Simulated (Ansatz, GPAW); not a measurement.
# Work function of a 5-layer slab of Ag(100) at several levels, part 3 of 4

Aim: the work function of both faces of a 5-layer slab of Ag(100), and its spread over functionals and bases.

GPAW 26.7.0 and Ansatz 0.2.0; GPAW, PAW setups; slab in vacuum (the session's first sound run).

So far, upper work function (eV): step 2 (relaxing the atoms, PBE, GPAW) 4.28; step 4 (self-consistent run: xc = "revPBE") 4.10; step 5 (self-consistent run: xc = "LDA") 4.70; step 6 (self-consistent run: xc = "RPBE") 4.07; step 7 (real-space grid: mode = "fd", PBE, GPAW) 4.27.

### Step 8. Atomic orbitals: mode = "lcao"

Atom-centred orbitals end a few angstrom from the surface, which tests how much the density's tail matters.

Input file run.py:

```python
import json
import numpy as np
from ase import Atoms
from gpaw import GPAW

slab = Atoms(
    ['Ag', 'Ag', 'Ag', 'Ag', 'Ag'],
    positions=[
        [0.00000, 0.00000, 9.00000],
        [1.44603, 1.44603, 11.04500],
        [0.00000, -0.00000, 13.16552],
        [1.44603, 1.44603, 15.28732],
        [-0.00000, -0.00000, 17.37279]],
    cell=[[2.89207, 0.0, 0.0], [0.0, 2.89207, 0.0], [0.0, 0.0, 26.18]],
    pbc=[True, True, False])

slab.calc = GPAW(mode='lcao', basis='dzp', h=0.18, xc='PBE', kpts={'size': (11, 11, 1), 'gamma': True},
                 occupations={'name': 'fermi-dirac', 'width': 0.1}, nbands='120%',
                 convergence={'density': 1e-05}, maxiter=200,
                 poissonsolver={'dipolelayer': 'xy'},
                 symmetry={'tolerance': 1e-3}, txt='slab.txt')
result = {}
energy = slab.get_potential_energy()
fermi = slab.calc.get_fermi_level()
v = slab.calc.get_electrostatic_potential().mean((0, 1)) - fermi
n = slab.calc.get_pseudo_density().mean((0, 1))
L = slab.cell[2, 2]
z = np.arange(len(v)) * L / len(v)
low, high = slab.positions[:, 2].min(), slab.positions[:, 2].max()
below, above = np.interp([low - 6.8, high + 6.8], z, v)
slopes = [np.interp(x, z, np.gradient(v, z)) for x in (low - 6.8, high + 6.8)]
eps = np.array([[slab.calc.get_eigenvalues(k, s) for k in range(len(slab.calc.get_ibz_k_points()))]
                for s in range(slab.calc.get_number_of_spins())]) - fermi
top, bottom = eps[eps < 0].max(), eps[eps > 0].min()
dipole = slab.get_dipole_moment()[2]
print(f'energy {energy:.4f} eV, Fermi level {fermi:.4f} eV, dipole {dipole:.5f} e A')
print(f'potential 6.8 A off the faces, from the Fermi level: lower {below:.4f} eV, upper {above:.4f} eV')
print(f'slope of the potential there: lower {slopes[0]:.5f}, upper {slopes[1]:.5f} eV/A')
print(f'nearest levels on the mesh: {top:.4f} and {bottom:.4f} eV')
print('magnetic moment', round(slab.get_magnetic_moment(), 3))
result.update(energy=energy, fermi=fermi, dipole=dipole, below=below, above=above, slopes=slopes, edges=[top, bottom],
              z=z.tolist(), v=v.tolist(), n=n.tolist(), positions=slab.positions.tolist(),
              forces=slab.get_forces(apply_constraint=False).tolist(), moments=slab.get_magnetic_moments().tolist())
json.dump(result, open('result.json', 'w'))
```

Launch:

```console
$ OMP_NUM_THREADS=1 OPENBLAS_NUM_THREADS=1 python run.py
```

The log of the run:

```text
energy -11.8819 eV, Fermi level -4.2333 eV, dipole -0.00048 e A
potential 6.8 A off the faces, from the Fermi level: lower 4.2281 eV, upper 4.2385 eV
slope of the potential there: lower -0.00000, upper 0.00000 eV/A
nearest levels on the mesh: -0.0119 and 0.0454 eV
magnetic moment 0.0
```

Run time: 19 min. Hardware: 1 thread of Arm Neoverse V2, shared host; peak memory 0.42 GiB.

Numbers from this step:

```yaml
dipole_along_the_normal: -4.79e-4 e·Å
levels_nearest_the_fermi_level_on_the_mesh: -0.01193, 0.04542 eV from the Fermi level
upper_work_function: 4.239 eV
lower_work_function: 4.228 eV
```

Electrostatic potential energy of an electron (without an applied field's), less the Fermi level, planar mean against z:

```
z (Å)  electrostatic potential energy of an electron (without an applied field's), less the Fermi level, planar mean (eV)
  0.0                                                                                                                4.23
  0.5                                                                                                                4.23
  1.0                                                                                                                4.23
  1.5                                                                                                                4.23
  2.0                                                                                                                4.23
  2.5                                                                                                                4.23
  3.0                                                                                                                4.23
  3.5                                                                                                                4.23
  4.0                                                                                                                4.23
  4.5                                                                                                                4.23
  5.0                                                                                                                4.23
  5.5                                                                                                                4.22
  6.0                                                                                                                4.21
  6.5                                                                                                                4.16
  7.0                                                                                                                4.00
  7.5                                                                                                                3.42
  8.0                                                                                                                1.25
  8.5                                                                                                               -7.21
  9.0                                                                                                               -17.3
  9.5                                                                                                               -7.45
 10.0                                                                                                              -0.768
 10.5                                                                                                               -6.55
 11.0                                                                                                               -17.4
 11.5                                                                                                               -8.69
 12.0                                                                                                              -0.466
 12.5                                                                                                               -3.77
 13.0                                                                                                               -15.9
 13.5                                                                                                               -11.9
 14.0                                                                                                               -1.31
 14.5                                                                                                               -1.90
 15.0                                                                                                               -13.2
 15.5                                                                                                               -15.0
 16.0                                                                                                               -3.04
 16.5                                                                                                               -1.10
 17.0                                                                                                               -10.8
 17.5                                                                                                               -16.3
 18.0                                                                                                               -4.07
 18.5                                                                                                                2.11
 19.0                                                                                                                3.66
 19.5                                                                                                                4.07
 20.0                                                                                                                4.19
 20.5                                                                                                                4.22
 21.0                                                                                                                4.23
 21.5                                                                                                                4.24
 22.0                                                                                                                4.24
 22.5                                                                                                                4.24
 23.0                                                                                                                4.24
 23.5                                                                                                                4.24
 24.0                                                                                                                4.24
 24.5                                                                                                                4.24
 25.0                                                                                                                4.24
 25.5                                                                                                                4.24
 26.0                                                                                                                4.24
```

The upper face's work function is 4.239 eV, against 4.276 eV in the first plane-wave PBE run at this geometry.

### Step 9. Cost and result by level

Times are for 1 thread of Arm Neoverse V2, shared host. The series side by side:

```
no.     run  upper work function (eV)  lower work function (eV)     time  memory (GiB)
  1      pw                     4.276                     4.264  2.4 min          0.27
  2  revPBE                     4.099                     4.087  2.5 min          0.27
  3     LDA                     4.699                     4.686    3 min          0.28
  4    RPBE                     4.073                     4.061  2.6 min          0.27
  5      fd                     4.272                     4.261   15 min           1.4
  6    lcao                     4.239                     4.228   19 min          0.42
```

[end of part 3 of 4]

[Logs are printed without paths, hosts, clocks, repeated set-up lines and the standing remarks that a program may print on its own settings, such as how far it seeks lower states.]

[Hosts, paths, dates, database ids (printed as entryN), source tags and the programs' standing remarks are cut or masked in the printed files.]
